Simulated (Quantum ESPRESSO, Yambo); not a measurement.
# A GW chain in Yambo: NH4Br (P-43m), part 3 of 3

Aim: the G0W0 gap of NH4Br (P-43m) on PBEsol, step by step.

Quantum ESPRESSO 7.5 and Yambo 5.3.0; PBEsol and many-body steps on it, plane waves. Known limits of the many-body steps: not at the basis limit; no spin-orbit coupling; coarse k mesh.

So far. Step 3 (Bands along the symmetry lines): The gap is 4.097 eV, as in the run before at this level. Step 4 (Empty states on the mesh, 4×4×4 mesh, 274 bands): On this mesh the gap is 4.097 eV.

## Step 6: Screening and self-energy, 4×4×4 mesh, 274 bands, screening to 217.7 eV

Now the one-shot GW correction: screening in the RPA, then the self-energy of the levels asked for.

This step: G0W0 on PBEsol, plane waves, norm-conserving pseudopotentials.

File gw3.in:

```
HF_and_locXC
gw0
dyson
ppa
em1d
rim_cut
RandQpts= 1000000
RandGvec= 1 RL
EXXRLvcs= 72 Ry
VXCRLvcs= 288 Ry
Chimod= "HARTREE"
% BndsRnXp
 1 | 274 |
%
NGsBlkXp= 16 Ry
% LongDrXp
 1 | 1 | 1 |
%
% GbndRnge
 1 | 274 |
%
DysSolver= "n"
ExtendOut
PPAPntXp= 27.21138 eV
% QPkrange
 6 | 6 | 7 | 10 |
 1 | 1 | 7 | 10 |
%
```

Started as:

```bash
OMP_NUM_THREADS=1 mpirun -n 4 yambo -F gw3.in -J gw3 -C gw3 > gw3.log
```

The log of the run:

```text
 Yambo, version 5.3.0

 [02] CORE Variables Setup
 =========================

  [... cell, symmetries and grids as in the set-up ...]

  [02.05] Energies & Occupations
  ==============================

  [X] === General ===
  [X] Electronic Temperature                        :  0.000000  0.000000 [eV K]
  [X] Bosonic    Temperature                        :  0.000000  0.000000 [eV K]
  [X] Finite Temperature mode                       : no
  [X] El. density                                   :  0.25000E+24 [cm-3]
  [X] Fermi Level                                   :  1.079024 [eV]

  [X] === Gaps and Widths ===
  [X] Conduction Band Min                           :  4.097338 [eV]
  [X] Valence Band Max                              :  0.000000 [eV]
  [X] Filled Bands                                  :   8
  [X] Empty Bands                                   :    9  274
  [X] Direct Gap                                    :  4.184637 [eV]
  [X] Direct Gap localized at k                     :  1
  [X] Indirect Gap                                  :  4.097338 [eV]
  [X] Indirect Gap between kpts                     :   6   1
  [X] Last valence band width                       :  1.471107 [eV]
  [X] 1st conduction band width                     :  3.655939 [eV]

 [03] Transferred momenta grid and indexing
 ==========================================

 IBZ Q-points                                      :  10
 BZ  Q-points                                      :   64

 K/Q-points units:
 rlu = crystal or reduced units; cc = cartesian coordinates; iku = interal k-units

 Q [ 1]         [rlu]:  0.000000  0.000000  0.000000
 Q [ 2]         [rlu]:  0.000000  0.000000  0.250000
 Q [ 3]         [rlu]:  0.000000  0.000000 -0.500000
 Q [ 4]         [rlu]:  0.000000  0.250000  0.250000
 Q [ 5]         [rlu]:  0.000000  0.250000 -0.500000
 Q [ 6]         [rlu]:  0.000000 -0.500000 -0.500000
 Q [ 7]         [rlu]:  0.250000  0.250000  0.250000
 Q [ 8]         [rlu]:  0.250000  0.250000 -0.500000
 Q [ 9]         [rlu]:  0.250000 -0.500000 -0.500000
 Q [10]         [rlu]: -0.500000 -0.500000 -0.500000

 [04] Coloumb potential Random Integration (RIM)
 ===============================================

  [04.01] RIM initialization
  ==========================

  * Diagonal components only detected *

  8 x (sBL volume)        :  0.071792 [a.u.]
  sBZ random points       :  1000000
  Points outside the sBZ  :   7992674
  RL volume               :  0.574332 [a.u.]
  Integrated volume       :  0.574858 [a.u.]

  [04.02] RIM integrals
  =====================

  Gamma point sphere radius             :  0.075389 [a.u.]
  Points outside the sphere             :   799758
  [Int_sBZ(q=0) 1/q^2]*(Vol_sBZ)^(-1/3) =:  7.677921
                                 should be <:  7.795600

  Summary of Coulomb integrals for non-metallic bands |Q|[au] RIM/Bare

  Q [1] 0.100000E-4 0.984904 * Q [2] 0.207807 1.050352
  Q [4] 0.293884 1.049366 * Q [7] 0.359933 1.034451
  Q [3] 0.415615 1.019613 * Q [5] 0.464671 1.017741
  Q [8] 0.509022 1.015471 * Q [6] 0.587768 1.012059
  Q [9] 0.623422 1.010860 * Q [10] 0.719866 1.008585

 [05] Dipoles
 ============

  [05.01] Setup: observables and procedures
  =========================================

 [06] Dynamic Dielectric Matrix (PPA)
 ====================================

 [WR./gw3//ndb.pp]---------------------------------------------------------------
  Brillouin Zone Q/K grids (IBZ/BZ)                :   10   64   10   64
  RL vectors                                       :   5575 [WF]
  Coulomb cutoff potential                         : none
  Electronic Temperature                           :  0.000000 [K]
  Bosonic    Temperature                           :  0.000000 [K]
  PPA    diel. fun.  energies                      : Perdew, Burke & Ernzerhof SOL(X)+Perdew, Burke & Ernzerhof SOL(C)
  wavefunctions                                    : Perdew, Burke & Ernzerhof SOL(X)+Perdew, Burke & Ernzerhof SOL(C)
  Global Gauge                                     : length
  X matrix size                                    :   485
  X band range                                     :    1  274
  X e/h energy range                               : -1.000000 -1.000000 [eV]
  X Time ordering                                  : R
  X Hxc Kernel                                     : HARTREE
  X Drude frequency                                :  0.000000  0.000000
  X poles                                          :  100.0000 [o/o]
  RL vectors in the sum                            :   5575
  [r,Vnl] included                                 : yes
  Field direction                                  :  0.577350E-5  0.577350E-5  0.577350E-5
  BZ energy Double Grid                            : no
  BZ energy DbGd points                            : 0
  BZ Q point size factor                           : -1.000000
  X Optical Averaged directions                    : none

 [07] Local Exchange-Correlation + Non-Local Fock
 ================================================

 [VXC] Plane waves :   35585
 [EXS] Plane waves :   4553

 QP @ state[ 1 ] K range:  1  1
 QP @ state[ 1 ] b range:   7  10
 QP @ state[ 2 ] K range:   6   6
 QP @ state[ 2 ] b range:   7  10

 [xc] Functional : Perdew, Burke & Ernzerhof SOL(X)+Perdew, Burke & Ernzerhof SOL(C)
 [xc] LIBXC used to calculate xc functional
  PP Number of Atomic Species                      :  3
  NLCC RL compoments                               :   35585
  PP Number of Atomic Species                      :  3
  NLCC RL compoments                               :   35585

 [xc] E_xc :  -6.509624 [Ha]
      E_xc :  -13.01925 [Ry]

  Local XC kind (lXC) : Perdew, Burke & Ernzerhof SOL(X)+Perdew, Burke & Ernzerhof SOL(C)
  Non-Local XC kind (nlXC) : Hartree-Fock

  Corrections @ K [1] :  [eV]
 <7|nlXC|7> = -16.66521 -0.68265E-17 <7|lXC|7> = -12.99873 -0.14161E-15
 <8|nlXC|8> = -16.66524 -0.71901E-18 <8|lXC|8> = -12.99873 -0.94408E-16
 <9|nlXC|9> = -5.012816  0.17463E-18 <9|lXC|9> = -9.265698  0.000000
 <10|nlXC|10> = -2.999236 -0.86873E-18 <10|lXC|10> = -7.167320 -0.18882E-15

  Corrections @ K [6] :  [eV]
 <7|nlXC|7> = -16.53413  0.65650E-17 <7|lXC|7> = -12.54733  0.18882E-15
 <8|nlXC|8> = -16.53186 -0.24155E-17 <8|lXC|8> = -12.86961  0.14161E-15
 <9|nlXC|9> = -4.391800 -0.10706E-18 <9|lXC|9> = -8.740475  0.94408E-16
 <10|nlXC|10> = -4.300161  0.32767E-17 <10|lXC|10> = -8.981473 -0.47204E-16

 [08] Dyson equation: Newton solver
 ==================================

  [08.01] G0W0 (W PPA)
  ====================

  [  GW  ] Bands range     :    1  274
  [GW/PPA] G damping       :  0.100000 [eV]

  QP @ state[ 1 ] K range:  1  1
  QP @ state[ 1 ] b range:   7  10
  QP @ state[ 2 ] K range:   6   6
  QP @ state[ 2 ] b range:   7  10

   Sc/G bands                                       :    1  274
   Sc/G damping                                     :  0.100000 ev
   Sc bands terminator                              : no
   Sx RL components                                 :   4553

   QP @ state[ 1 ] K range                          :  1  1
   QP @ state[ 1 ] b range                          :   7  10
   QP @ state[ 2 ] K range                          :   6   6
   QP @ state[ 2 ] b range                          :   7  10
   GF energies kind                                 : Perdew, Burke & Ernzerhof SOL(X)+Perdew, Burke & Ernzerhof SOL(C)
   GF WF`s kind                                     : Perdew, Burke & Ernzerhof SOL(X)+Perdew, Burke & Ernzerhof SOL(C)
   Xs energies kind                                 : Perdew, Burke & Ernzerhof SOL(X)+Perdew, Burke & Ernzerhof SOL(C)
   Xs WF`s kind                                     : Perdew, Burke & Ernzerhof SOL(X)+Perdew, Burke & Ernzerhof SOL(C)

 [11] Game Over & Game summary
```

It took 9.5 min on 4 MPI ranks of Arm Neoverse V1, shared host; peak memory 2.3 GiB.

Numbers from this step:

```yaml
g0w0_gap_on_the_points_computed: 6.622 eV
starting_gap_on_the_mesh: 4.097 eV
k_of_the_valence_top: 0, -0.5, -0.5
k_of_the_conduction_bottom: 0, 0, 0
least_direct_g0w0_gap_on_the_computed_points: 6.693 eV
z_at_the_valence_top: 0.8160
z_at_the_conduction_bottom: 0.8518
```

The gap on the mesh goes from 4.10 eV to 6.62 eV, a correction of +2.52 eV.

Limits: finite bands, cutoff and mesh; no spin-orbit coupling; coarse k mesh. v1 is the top filled band, c1 the lowest empty one. The levels before and after the correction (eV, zero at the valence-band top of each column):

```
           conduction bottom  valence top
Kohn-Sham               4.10         0.00
     G0W0               6.62         0.00
```

```
                      level  energy (eV)
Kohn-Sham           Γ v2-v1       -0.087
Kohn-Sham              Γ c1        4.097
Kohn-Sham              Γ c2        6.799
Kohn-Sham  (0 -0.5 -0.5) v2       -1.071
Kohn-Sham  (0 -0.5 -0.5) v1        0.000
Kohn-Sham  (0 -0.5 -0.5) c1        5.564
Kohn-Sham  (0 -0.5 -0.5) c2        6.473
     G0W0           Γ v2-v1       -0.071
     G0W0              Γ c1        6.622
     G0W0              Γ c2        9.261
     G0W0  (0 -0.5 -0.5) v2       -1.132
     G0W0  (0 -0.5 -0.5) v1        0.000
     G0W0  (0 -0.5 -0.5) c1        8.136
     G0W0  (0 -0.5 -0.5) c2        9.231
```

## Step 7: Where the time went

Times are wall times on the hardware named with each run, good to a factor of about two.

```
                          step     time  share  memory (GiB)
                  ground state    6.3 s    1 %          0.27
bands along the symmetry lines    4.8 s    1 %          0.23
      empty states on the mesh     43 s    7 %          0.63
         conversion and set-up    2.8 s    0 %          0.25
     screening and self-energy  9.5 min   91 %           2.3
```

## Step 8: What came out

```
PBEsol gap           : 4.10 eV, indirect
G0W0 gap on the mesh : 6.62 eV
GW settings          : 4×4×4 mesh, 274 bands, screening to 217.7 eV, Godby-Needs plasmon pole
known limits         : not at the basis limit; no spin-orbit coupling; coarse k mesh
```

G0W0 moves the gap on the mesh from 4.10 eV to 6.62 eV (+2.52 eV), with Z of 0.82 and 0.85 at the edges. Only 2 of the mesh's irreducible points were corrected, so a valley elsewhere could overtake. The dearest step here is «screening and self-energy». Bands and cutoff are finite, so the gap is not at the basis limit. The miss can reach some tenths of an eV and take either sign; the mesh is an error of its own. In the G0W0 run levels were corrected at 2 k points alone, so a gap called «on the mesh» is the least over those, and an edge elsewhere would be missed. The 4×4×4 mesh is coarse for this cell, which bears on the long-range parts of exchange and screening. The many-body steps are scalar-relativistic: spin-orbit coupling is not in them.

[Paths, hosts, dates, memory and timing lines, banners, echoed tables and standing remarks are left out of the program output.]

[Logs are printed without paths, hosts, clocks, repeated set-up lines and the standing remarks that a program may print on its own settings, such as how far it seeks lower states.]

[Runs of the session that timed out or met a known fault of the program may be left out.]

[Hosts, paths, dates, database ids (printed as entryN), source tags and the programs' standing remarks are cut or masked in the printed files.]
